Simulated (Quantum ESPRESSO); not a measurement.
# The valence band of WC as photoemission sees it, part 3 of 15

Wanted: projected DOS of WC, weighted into photoemission and X-ray emission spectra, at several levels of theory.

Quantum ESPRESSO 7.5; DFT, PBE, plane waves, ultrasoft GBRV pseudopotentials, scalar-relativistic (the session's first sound run).

So far. Step 2 (The base run: self-consistent run): The run ends at a pressure of 3.56 GPa.

## (4) Projected DOS and spectra

projwfc.x splits the states by atom and shell, which the spectra need, since each shell has its own cross section.

projwfc.in reads:

```
&projwfc
  prefix = 'pes'
  outdir = './tmp'
  filpdos = 'pes'
  ngauss = 0
  degauss = 0.00735
  DeltaE = 0.05
  Emin = -9.36
  Emax = 32.64
/
```

Command:

```console
$ OMP_NUM_THREADS=1 mpirun -n 4 projwfc.x -nk 4 -in projwfc.in > projwfc.out
```

Log:

```text
[banner, memory and clock lines left out]
Program PROJWFC v.7.5 starts

          URL

     ./tmp/pes.save/

     IMPORTANT: XC functional enforced from input :
     Exchange-correlation= PBE
                           (   1   4   3   4   0   0   0)
     Any further DFT definition will be discarded
     Please, verify this is what you really want

     G-vector sticks info

     negative rho (up, down):  6.816E-02 0.000E+00

     Gaussian broadening (read from input): ngauss,degauss=   0    0.007350

     Calling projwave ....

  Problem Sizes
  natomwfc =           17
  nbnd     =           17
  nkstot   =          671
  npwx     =          622
  nkb      =           34

     Atomic states used for projection
     (read from pseudopotential files):

     state #   1: atom   1 (W  ), wfc  1 (l=0 m= 1)
     state #   2: atom   1 (W  ), wfc  2 (l=1 m= 1)
     state #   3: atom   1 (W  ), wfc  2 (l=1 m= 2)
     state #   4: atom   1 (W  ), wfc  2 (l=1 m= 3)
     state #   5: atom   1 (W  ), wfc  3 (l=2 m= 1)
     state #   6: atom   1 (W  ), wfc  3 (l=2 m= 2)
     state #   7: atom   1 (W  ), wfc  3 (l=2 m= 3)
     state #   8: atom   1 (W  ), wfc  3 (l=2 m= 4)
     state #   9: atom   1 (W  ), wfc  3 (l=2 m= 5)
     state #  10: atom   1 (W  ), wfc  4 (l=0 m= 1)
     state #  11: atom   1 (W  ), wfc  5 (l=1 m= 1)
     state #  12: atom   1 (W  ), wfc  5 (l=1 m= 2)
     state #  13: atom   1 (W  ), wfc  5 (l=1 m= 3)
     state #  14: atom   2 (C  ), wfc  1 (l=0 m= 1)
     state #  15: atom   2 (C  ), wfc  2 (l=1 m= 1)
     state #  16: atom   2 (C  ), wfc  2 (l=1 m= 2)
     state #  17: atom   2 (C  ), wfc  2 (l=1 m= 3)

 k =   0.0000000000  0.0000000000  0.0000000000
==== e(   1) =   -53.36662 eV ====
     psi = 0.951*[#   1]+0.041*[#  10]+0.008*[#  14]
    |psi|^2 = 1.000
==== e(   2) =   -17.35001 eV ====
     psi = 0.964*[#   2]+0.020*[#  15]+0.016*[#  11]
    |psi|^2 = 1.000
==== e(   3) =   -17.24951 eV ====
     psi = 0.479*[#   3]+0.479*[#   4]+0.019*[#  12]+0.019*[#  13]+0.002*[#  16]
          +0.002*[#  17]
    |psi|^2 = 1.000
==== e(   4) =   -17.24951 eV ====
     psi = 0.479*[#   3]+0.479*[#   4]+0.019*[#  12]+0.019*[#  13]+0.002*[#  16]
          +0.002*[#  17]
    |psi|^2 = 1.000
==== e(   5) =     6.19595 eV ====
     psi = 0.590*[#  10]+0.359*[#  14]+0.045*[#   1]+0.004*[#   5]
    |psi|^2 = 0.998
==== e(   6) =    16.33263 eV ====
     psi = 0.975*[#   5]+0.016*[#  10]+0.005*[#  14]
    |psi|^2 = 0.997
==== e(   7) =    17.30718 eV ====
     psi = 0.322*[#   8]+0.322*[#   9]+0.177*[#  16]+0.177*[#  17]
    |psi|^2 = 1.000
==== e(   8) =    17.30718 eV ====
     psi = 0.322*[#   8]+0.322*[#   9]+0.177*[#  16]+0.177*[#  17]
    |psi|^2 = 1.000
==== e(   9) =    20.73047 eV ====
     psi = 0.914*[#  15]+0.070*[#  11]+0.010*[#   2]
    |psi|^2 = 0.995
==== e(  10) =    23.88288 eV ====
     psi = 0.499*[#   6]+0.499*[#   7]
    |psi|^2 = 0.998
==== e(  11) =    23.88288 eV ====
     psi = 0.499*[#   6]+0.499*[#   7]
    |psi|^2 = 0.998
==== e(  12) =    26.26028 eV ====
     psi = 0.307*[#  16]+0.307*[#  17]+0.172*[#   8]+0.172*[#   9]+0.011*[#  12]
          +0.011*[#  13]
    |psi|^2 = 0.982
==== e(  13) =    26.26028 eV ====
     psi = 0.307*[#  16]+0.307*[#  17]+0.172*[#   8]+0.172*[#   9]+0.011*[#  12]
          +0.011*[#  13]
    |psi|^2 = 0.982
==== e(  14) =    27.03957 eV ====
     psi = 0.514*[#  14]+0.307*[#  10]+0.012*[#   5]+0.002*[#   1]
    |psi|^2 = 0.834
==== e(  15) =    34.96348 eV ====
     psi = 0.094*[#  14]+0.033*[#  10]+0.008*[#   5]
    |psi|^2 = 0.134
==== e(  16) =    37.34147 eV ====
     psi = 0.188*[#  12]+0.188*[#  13]+0.011*[#  16]+0.011*[#  17]+0.008*[#   3]
          +0.008*[#   4]+0.004*[#   8]+0.004*[#   9]
    |psi|^2 = 0.422
[...]
psi = 0.188*[#  12]+0.188*[#  13]+0.011*[#  16]+0.011*[#  17]+0.008*[#   3]
          +0.008*[#   4]+0.004*[#   8]+0.004*[#   9]
[...]
k =   0.0000000000  0.0000000000  0.0512321089
[...]
psi = 0.937*[#   1]+0.031*[#  10]+0.023*[#  11]+0.006*[#  14]+0.002*[#  15]

[...]
psi = 0.965*[#   2]+0.019*[#  15]+0.012*[#  11]+0.003*[#  10]
[...]
psi = 0.479*[#   3]+0.479*[#   4]+0.019*[#  12]+0.019*[#  13]+0.002*[#  16]
          +0.002*[#  17]
[...]
psi = 0.479*[#   3]+0.479*[#   4]+0.019*[#  12]+0.019*[#  13]+0.002*[#  16]
          +0.002*[#  17]
[...]
psi = 0.551*[#  10]+0.350*[#  14]+0.047*[#   1]+0.043*[#  11]+0.003*[#   5]
          +0.003*[#  15]
[...]
psi = 0.946*[#   5]+0.020*[#  15]+0.019*[#  10]+0.007*[#  14]+0.003*[#  11]
          +0.001*[#   1]+0.001*[#   2]
[...]
psi = 0.321*[#   8]+0.321*[#   9]+0.177*[#  16]+0.177*[#  17]
[...]
psi = 0.321*[#   8]+0.321*[#   9]+0.177*[#  16]+0.177*[#  17]
[...]
psi = 0.882*[#  15]+0.064*[#  11]+0.028*[#   5]+0.009*[#   2]+0.007*[#  14]
          +0.004*[#  10]
[...]
psi = 0.464*[#   6]+0.464*[#   7]+0.017*[#   8]+0.017*[#   9]+0.016*[#  16]
          +0.016*[#  17]
[...]
psi = 0.464*[#   6]+0.464*[#   7]+0.017*[#   8]+0.017*[#   9]+0.016*[#  16]
          +0.016*[#  17]
[...]
psi = 0.292*[#  16]+0.292*[#  17]+0.157*[#   8]+0.157*[#   9]+0.034*[#   6]
          +0.034*[#   7]+0.009*[#  12]+0.009*[#  13]
[...]
psi = 0.292*[#  16]+0.292*[#  17]+0.157*[#   8]+0.157*[#   9]+0.034*[#   6]
          +0.034*[#   7]+0.009*[#  12]+0.009*[#  13]
[...]
+0.003*[#   1]
[...]
+0.001*[#   2]
[...]
+0.008*[#   4]+0.004*[#   8]+0.004*[#   9]
[...]
+0.008*[#   4]+0.004*[#   8]+0.004*[#   9]
[...]
k =   0.0000000000  0.0000000000  0.1024642177
[...]
+0.002*[#   5]
[...]
+0.002*[#  17]
[...]
+0.002*[#  17]
[...]
+0.004*[#   2]+0.002*[#   5]
[...]
+0.004*[#   2]+0.001*[#   1]
[...]
+0.004*[#   7]
[...]
+0.036*[#  17]+0.002*[#  12]+0.002*[#  13]
[...]
+0.036*[#  17]+0.002*[#  12]+0.002*[#  13]
[...]
+0.081*[#   7]+0.006*[#  12]+0.006*[#  13]
[...]
+0.081*[#   7]+0.006*[#  12]+0.006*[#  13]
[...]
+0.004*[#   1]+0.004*[#   2]
[...]
k =   0.0000000000  0.0481125224  0.1024642177
[...]
+0.013*[#  13]+0.009*[#  15]+0.004*[#   2]+0.002*[#   5]
[...]
+0.004*[#   2]+0.002*[#  16]+0.002*[#  17]+0.002*[#   8]+0.002*[#   9]
[...]
+0.004*[#   6]+0.004*[#   7]+0.004*[#   5]+0.003*[#  10]+0.001*[#  15]

[...]
+0.019*[#  14]+0.010*[#  10]+0.007*[#   2]+0.005*[#   8]+0.005*[#   9]

[...]
+0.037*[#  16]+0.037*[#  17]+0.006*[#   5]+0.005*[#  11]+0.002*[#  14]
[...]
+0.084*[#   7]+0.024*[#  14]+0.006*[#  10]+0.005*[#  12]+0.005*[#  13]

[...]
+0.012*[#  17]+0.010*[#  12]+0.010*[#  13]+0.008*[#   5]+0.005*[#   1]
[...]
+0.022*[#  15]+0.009*[#   1]+0.008*[#   5]+0.004*[#   2]+0.003*[#  16]
[...]
+0.002*[#   5]+0.002*[#  15]+0.002*[#   8]+0.002*[#   9]
[...]
k =   0.0000000000  0.0481125224  0.1536963266
[...]
k =   0.0000000000  0.0481125224  0.2049284355
[...]
+0.012*[#   2]+0.003*[#   1]+0.002*[#   6]+0.002*[#   7]
[...]
+0.021*[#   2]+0.005*[#  12]+0.005*[#  13]+0.001*[#   5]
[...]
+0.015*[#   2]+0.006*[#   1]+0.003*[#   6]+0.003*[#   7]
[...]
+0.016*[#  13]+0.015*[#  14]+0.005*[#   5]+0.004*[#   2]
[...]
+0.016*[#   2]+0.009*[#   1]+0.003*[#   6]+0.003*[#   7]
[...]
+0.016*[#   2]+0.014*[#   1]+0.003*[#   6]+0.003*[#   7]
[...]
+0.117*[#   7]+0.003*[#  11]+0.001*[#   5]+0.001*[#  10]
[...]
+0.013*[#  17]+0.013*[#   5]+0.003*[#  15]+0.002*[#  10]
[...]
+0.002*[#   6]+0.002*[#   7]+0.001*[#  16]+0.001*[#  17]
[...]
psi = 0.929*[#   2]+0.053*[#  11]+0.015*[#  14]
[...]
+0.013*[#   1]+0.009*[#   5]+0.004*[#   6]+0.004*[#   7]
[...]
+0.028*[#  11]+0.007*[#   2]+0.002*[#  12]+0.002*[#  13]
[...]
psi = 0.927*[#   2]+0.057*[#  11]+0.015*[#  14]
[...]
psi = 0.471*[#   3]+0.471*[#   4]+0.028*[#  12]+0.028*[#  13]
[...]
psi = 0.470*[#   3]+0.470*[#   4]+0.030*[#  12]+0.030*[#  13]
[...]
psi = 0.283*[#   6]+0.283*[#   7]+0.215*[#  16]+0.215*[#  17]
[...]
psi = 0.498*[#   8]+0.498*[#   9]
[...]
psi = 0.271*[#  16]+0.271*[#  17]+0.209*[#   6]+0.209*[#   7]
[...]
psi = 0.016*[#  11]+0.016*[#  14]
[...]
psi = 0.964*[#   2]+0.018*[#  15]+0.018*[#  11]
[...]
psi = 0.499*[#   6]+0.499*[#   7]
[...]
psi = 0.414*[#   6]+0.414*[#   7]+0.150*[#  15]+0.017*[#  11]
[...]
k =   0.0000000000  0.0962250449  0.3073926532
[...]
psi = 0.474*[#   3]+0.474*[#   4]+0.024*[#  12]+0.024*[#  13]
[...]
k =   0.0000000000  0.0962250449  0.3586247620
[...]
psi = 0.473*[#   3]+0.473*[#   4]+0.026*[#  12]+0.026*[#  13]
[...]
k =   0.0000000000  0.0962250449  0.4098568709
[...]
psi = 0.472*[#   3]+0.472*[#   4]+0.028*[#  12]+0.028*[#  13]
[...]
[... cut ...]
  14]
[...]
k =   0.2916666667  0.5051814856  0.2561605443
[...]
k =   0.2916666667  0.5051814856  0.3073926532
[...]
+0.004*[#  10]+0.003*[#   3]+0.003*[#   4]+0.003*[#  11]
[...]
+0.003*[#   3]+0.003*[#   4]+0.002*[#  10]
[...]
+0.001*[#   9]+0.001*[#   1]+0.001*[#  15]
[...]
k =   0.2916666667  0.5051814856  0.3586247620
[...]
+0.004*[#   9]+0.003*[#  14]+0.001*[#  16]+0.001*[#  17]
[...]
+0.002*[#   4]+0.002*[#  11]+0.001*[#  10]
[...]
+0.002*[#  10]+0.002*[#  16]+0.002*[#  17]
[...]
+0.003*[#   3]+0.003*[#   4]+0.002*[#  11]
[...]
+0.011*[#  17]+0.009*[#  10]+0.002*[#   5]+0.002*[#  14]
[...]
+0.005*[#  10]+0.005*[#  11]+0.003*[#   3]+0.003*[#   4]
[...]
+0.002*[#   7]
[...]
+0.010*[#  17]
[...]
+0.019*[#  10]
[...]
+0.008*[#  10]
[...]
+0.003*[#  13]+0.002*[#   8]+0.002*[#   9]+0.001*[#  14]
[...]
+0.003*[#   3]+0.003*[#   4]
[...]
+0.001*[#   8]+0.001*[#   9]+0.001*[#  15]
[...]
+0.011*[#  13]+0.009*[#   2]+0.007*[#  14]+0.005*[#  15]
[...]
k =   0.2916666667  0.5051814856  0.4098568709
[...]
+0.001*[#  15]
[...]
+0.002*[#   4]+0.001*[#  11]
[...]
+0.003*[#   9]+0.001*[#  14]
[...]
+0.003*[#  12]+0.003*[#  13]
[...]
+0.002*[#  16]+0.002*[#  17]
[...]
+0.001*[#   3]+0.001*[#   4]
[...]
+0.004*[#  16]+0.004*[#  17]+0.004*[#   5]
[...]
+0.003*[#  14]+0.002*[#  12]+0.002*[#  13]
[...]
+0.006*[#   6]+0.006*[#   7]+0.003*[#   3]+0.003*[#   4]+0.001*[#   2]

[...]
+0.015*[#   9]+0.015*[#  15]+0.004*[#  12]+0.004*[#  13]
[...]
psi = 0.322*[#  14]+0.182*[#   6]+0.182*[#   7]+0.113*[#   8]+0.113*[#   9]
          +0.029*[#  15]+0.017*[#  12]+0.017*[#  13]+0.005*[#  16]+0.005*[#  17]
          +0.003*[#   5]
[...]
psi = 0.200*[#  15]+0.179*[#   8]+0.179*[#   9]+0.101*[#   6]+0.101*[#   7]
          +0.085*[#  14]+0.044*[#  12]+0.044*[#  13]+0.019*[#  10]+0.018*[#  16]
          +0.018*[#  17]
[...]
psi = 0.194*[#  16]+0.194*[#  17]+0.155*[#   6]+0.155*[#   7]+0.068*[#  15]
          +0.054*[#  12]+0.054*[#  13]+0.049*[#   8]+0.049*[#   9]+0.006*[#  10]
          +0.004*[#  14]+0.001*[#  11]
    |psi|^2 = 0.985
==== e(  14) =    30.52109 eV ====
     psi = 0.779*[#  10]+0.032*[#   1]+0.032*[#   5]+0.027*[#  16]+0.027*[#  17]
          +0.010*[#  15]+0.005*[#  12]+0.005*[#  13]+0.004*[#   8]+0.004*[#   9]
          +0.003*[#   6]+0.003*[#   7]+0.003*[#  11]+0.001*[#  14]
    |psi|^2 = 0.933
==== e(  15) =    33.16193 eV ====
     psi = 0.314*[#  12]+0.314*[#  13]+0.061*[#  16]+0.061*[#  17]+0.042*[#   8]
          +0.042*[#   9]+0.035*[#  15]+0.035*[#   6]+0.035*[#   7]+0.004*[#  14]
          +0.003*[#   3]+0.003*[#   4]
    |psi|^2 = 0.952
==== e(  16) =    34.77033 eV ====
     psi = 0.024*[#  11]+0.012*[#  10]+0.006*[#  12]+0.006*[#  13]+0.006*[#   6]
          +0.006*[#   7]+0.004*[#   5]+0.004*[#  14]+0.004*[#  16]+0.004*[#  17]

    |psi|^2 = 0.077
==== e(  17) =    37.24824 eV ====
     psi = 0.680*[#  11]+0.056*[#  16]+0.056*[#  17]+0.009*[#   2]+0.009*[#   5]
          +0.003*[#  14]+0.002*[#   6]+0.002*[#   7]+0.002*[#  15]+0.001*[#  12]
          +0.001*[#  13]
    |psi|^2 = 0.820

 k =   0.2916666667  0.5051814856  0.4610889798
==== e(   1) =   -53.26440 eV ====
     psi = 0.964*[#   1]+0.032*[#  10]+0.001*[#  15]
    |psi|^2 = 1.000
==== e(   2) =   -17.88726 eV ====
     psi = 0.960*[#   2]+0.019*[#  16]+0.019*[#  17]
    |psi|^2 = 1.000
==== e(   3) =   -17.79773 eV ====
     psi = 0.481*[#   3]+0.481*[#   4]+0.028*[#  15]+0.003*[#   8]+0.003*[#   9]

    |psi|^2 = 1.000
==== e(   4) =   -17.61563 eV ====
     psi = 0.487*[#   3]+0.487*[#   4]+0.008*[#  15]+0.005*[#   8]+0.005*[#
```

The job ended after 2.5 s (4 MPI ranks of Intel Xeon at 2.60GHz (Ice Lake), shared host; 10 s of CPU time).

This step gave:

```yaml
zero_of_energy: Fermi level
share_of_occupied_states_in_no_projected_shell: 0.0017 of the occupied states in the window
dos_at_the_fermi_level: 0.2737 states/eV/cell
```

The DOS has structure finer than the step of the table below, so its rows give means over 1 eV, whole bins alone (the curve runs from -16.1 to 12.0 eV). Peaks (eV: height): total -11.1: 2.81, -6.6: 1.77, -2.6: 1.88, -1.5: 1.83; W 5d -2.6: 0.929, -1.5: 1.30, 4.2: 1.26, 4.9: 1.17; C 2p -6.6: 0.762, -4.1: 0.692, -2.6: 0.812, 5.8: 0.427; W 6p -11.1: 0.404, -3.1: 0.141, -1.0: 0.140, 11.2: 0.149; C 2s -11.1: 1.35, 6.3: 0.281.

Table of DOS by E, zero at the Fermi level; means over each step; values in states/eV/cell:

```
E (eV)    total     W 5d     C 2p     W 6p     C 2s     W 6s
   -15   3.7e-4   1.7e-6   9.6e-7   1.7e-5   1.3e-4   2.2e-4
   -14   0.0757   9.5e-4  0.00125   0.0184   0.0239   0.0310
   -13    0.185  0.00704  0.00540   0.0668   0.0579   0.0474
   -12    0.378   0.0388   0.0120    0.134    0.137   0.0562
   -11     1.33    0.387   0.0202    0.240    0.635   0.0465
   -10   0.0319  0.00686   1.4e-4  0.00807   0.0165   3.2e-4
    -9  0.00173   4.2e-4   8.1e-4   1.8e-5   2.1e-6   4.8e-4
    -8   0.0452   0.0110   0.0204  0.00249  0.00136  0.00994
    -7    0.768    0.300    0.334   0.0502   0.0183   0.0646
    -6     1.01    0.447    0.429   0.0546   0.0262   0.0534
    -5    0.739    0.342    0.319   0.0381   0.0193   0.0196
    -4     1.35    0.659    0.552   0.0839   0.0256   0.0253
    -3     1.71    0.834    0.729    0.119   0.0122   0.0153
    -2    0.944    0.533    0.327   0.0645  0.00370   0.0130
    -1     1.23    0.825    0.251    0.122  0.00638   0.0199
     0    0.313    0.216   0.0615   0.0297  0.00152  0.00366
     1    0.327    0.303   0.0149  0.00411  0.00128  0.00124
     2    0.708    0.612   0.0636   0.0138  0.00759  0.00425
     3    0.769    0.564    0.144   0.0180   0.0214   0.0106
     4     1.53     1.06    0.316   0.0301   0.0738   0.0259
     5     1.32    0.911    0.261   0.0330   0.0788   0.0145
     6     1.48    0.773    0.398   0.0350    0.218   0.0285
     7    0.925    0.430    0.339   0.0254   0.0690   0.0377
     8    0.622    0.257    0.262   0.0216   0.0417   0.0208
     9    0.407    0.123    0.160   0.0236   0.0442   0.0372
    10    0.492   0.0441   0.0891   0.0652   0.0886    0.159
    11    0.889   0.0622    0.151    0.121   0.0858    0.350
```

This run's widths, added to any smearing of the DOS itself: Gaussian 0.2 eV, Lorentzian 0.2 eV plus 0.05 an eV of depth. The intensity by binding energy, zero at the Fermi level; values in % of the maximum within 13 eV:

| binding energy (eV) | 21.2 eV | 150 eV | 400 eV | 1486.7 eV | 8047.8 eV |
| --- | --- | --- | --- | --- | --- |
| -1 | 2.30 | 1.17 | 1.58 | 2.24 | 2.26 |
| 0 | 15.4 | 6.55 | 10.3 | 16.2 | 16.3 |
| 1 | 74.5 | 30.0 | 51.2 | 82.1 | 82.4 |
| 2 | 52.3 | 23.9 | 30.8 | 46.3 | 46.3 |
| 3 | 99.9 | 48.5 | 55.9 | 80.4 | 80.4 |
| 4 | 81.5 | 42.6 | 48.6 | 66.4 | 66.8 |
| 5 | 48.4 | 26.7 | 29.6 | 38.7 | 39.3 |
| 6 | 54.9 | 31.3 | 34.4 | 43.6 | 45.7 |
| 7 | 38.9 | 23.4 | 24.7 | 29.8 | 32.7 |
| 8 | 7.24 | 6.16 | 6.34 | 6.00 | 6.75 |
| 9 | 3.41 | 6.04 | 6.13 | 3.85 | 4.00 |
| 10 | 5.63 | 18.5 | 18.5 | 8.63 | 8.41 |
| 11 | 25.1 | 98.5 | 98.4 | 44.5 | 42.5 |
| 12 | - | 36.2 | 35.8 | 14.6 | 17.0 |
| 13 | - | 15.7 | 15.6 | 5.85 | 8.45 |
| 14 | - | 7.37 | 7.39 | 2.78 | 4.40 |
| 15 | - | 2.61 | 2.63 | 1.15 | 1.54 |
| 16 | - | 1.38 | 1.39 | 0.679 | 0.815 |

Maxima picked by a test of local sharpness, so broad peaks and shoulders can be missing; peaks within 0.45 eV of a curve's cut are left out. Valence peaks, by row:

```
photon energy (eV)  binding energy (eV)  height (% of the maximum within 13 eV)  main shell  its share (%)
              21.2                6.454                                   67.48        W 5d          52.82
              21.2                4.004                                   81.68        W 5d          56.51
              21.2                2.954                                     100        W 5d          56.28
              21.2                1.454                                   92.01        W 5d          76.68
               150                11.05                                     100        C 2s          91.81
               150                6.454                                   38.33        C 2p          53.32
               150                4.004                                   42.67        C 2p          53.49
               150                3.004                                   48.52        C 2p          58.04
               150                1.454                                   37.16        W 5d          57.88
               400                11.05                                     100        C 2s          80.46
               400                6.454                                    41.7        W 5d          67.71
               400                3.104                                   56.19        W 5d          79.58
               400                1.454                                   62.35        W 5d          89.52
              1487                11.05                                   45.24        W 5d          65.66
              1487                6.404                                   52.92        W 5d          94.12
              1487                3.104                                   80.67        W 5d           97.6
              1487                1.454                                     100        W 5d          98.28
              8048                11.05                                   43.33        W 5d          66.32
              8048                6.454                                   56.53        W 5d          85.08
              8048                3.104                                   80.65        W 5d          94.44
              8048                1.454                                     100        W 5d          95.07
```

The intensity has structure finer than the step of the table below, so its rows give means over 1 eV, whole bins alone (the curve runs from -16.1 to 1.42 eV). Peaks (eV: height): W L-beta5 -2.9: 100.0; C K -6.5: 73.7, -2.8: 100.0; C K, E along x -6.5: 65.8, -2.7: 128; C K, E along y -6.5: 65.8, -2.7: 128; C K, E along z -6.4: 89.5, -4.1: 95.9, -1.5: 44.2.

Shapes are the site's partial DOS without matrix elements, which overweights lines from ligand s bands. The intensity by emission energy less the core level's binding energy, zero at the Fermi level; means over each step; values in % of the unpolarised maximum:

| emission energy less the core level's binding energy (eV) | W L-beta5 | C K | C K, E along x | C K, E along y | C K, E along z |
| --- | --- | --- | --- | --- | --- |
| -15 | 11.7 | 0.281 | 0.270 | 0.270 | 0.304 |
| -14 | 15.1 | 0.531 | 0.514 | 0.514 | 0.563 |
| -13 | 19.7 | 1.10 | 1.08 | 1.08 | 1.13 |
| -12 | 25.1 | 2.02 | 2.05 | 2.05 | 1.94 |
| -11 | 29.9 | 2.65 | 2.86 | 2.86 | 2.21 |
| -10 | 33.8 | 1.37 | 1.29 | 1.29 | 1.52 |
| -9 | 38.9 | 2.14 | 1.66 | 1.66 | 3.11 |
| -8 | 47.9 | 7.15 | 4.61 | 4.61 | 12.2 |
| -7 | 60.4 | 42.8 | 39.1 | 39.1 | 50.3 |
| -6 | 73.7 | 56.9 | 49.0 | 49.0 | 72.7 |
| -5 | 85.7 | 48.3 | 43.0 | 43.0 | 58.8 |
| -4 | 95.4 | 75.6 | 71.2 | 71.2 | 84.2 |
| -3 | 99.6 | 95.2 | 114 | 114 | 56.9 |
| -2 | 96.1 | 51.1 | 61.1 | 61.1 | 31.3 |
| -1 | 84.0 | 36.6 | 35.8 | 35.8 | 38.0 |
| 0 | 65.4 | 9.30 | 6.81 | 6.81 | 13.7 |

(Part 3 of 15 ends here.)

[Logs are printed without paths, hosts, clocks, repeated set-up lines and the standing remarks that a program may print on its own settings, such as how far it seeks lower states.]

[Hosts, paths, dates, database ids (printed as entryN), source tags and the programs' standing remarks are cut or masked in the printed files.]

[Maps of the electrostatic potential energy from Ansatz leave out the sawtooth potential of an applied field or a dipole correction, so their vacuum need not be flat; work functions include it.]

[Peak lists hold at most the 14 tallest peaks of each spectrum; further lines can be left out.]
